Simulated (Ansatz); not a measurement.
# Calculated records

```
Screened interactions in MoF6 (Im-3m)
1.0
    -3.16734   -3.16734    3.16734
    -3.16734    3.16734   -3.16734
     3.16734   -3.16734   -3.16734
Mo F
1 6
Direct
  0.00000 0.00000 0.00000
  0.71067 0.71067 0.00000
  0.28933 0.28933 0.00000
  0.00000 0.28933 0.28933
  0.00000 0.71067 0.71067
  0.71067 0.00000 0.71067
  0.28933 0.00000 0.28933
# method: DFT, LDA, plane waves, PAW (and 1 further level or step)
# program: Ansatz 0.2.0
# settings of one run: cutoff 420 eV, 6×6×6 k-mesh, smearing width 0.08 eV, default PAW, coordination {"Mo": "octahedral"}, magnetic state non-magnetic by constraint
# cost: 3 runs, 7.7 min in all on 4 threads of Arm Neoverse V2, shared host (the runs of this entry)
# notes: The cell and positions are those that the Materials Project relaxed with its own functionals (PBE, PBE+U or r2SCAN), kept fixed. Limits: no spin-orbit coupling.
# Mo t2g: U 5.99 eV, U′ 5.28 eV, J 0.29 eV, bare V 12.4 eV
# Mo t2g + anion p: U 8.97 eV, U′ 7.90 eV, J 0.53 eV, bare V 15.9 eV
# method: constrained RPA on non-magnetic LDA, 4×4×4 mesh, static; search for lower states off
```

[Paths, hosts, dates, memory and timing lines, banners, echoed tables and standing remarks are left out of the program output.]

[Logs are printed without paths, hosts, clocks, repeated set-up lines and the standing remarks that a program may print on its own settings, such as how far it seeks lower states.]

[Runs of the session that timed out or met a known fault of the program may be left out.]

[Hosts, paths, dates, database ids (printed as entryN), source tags and the programs' standing remarks are cut or masked in the printed files.]
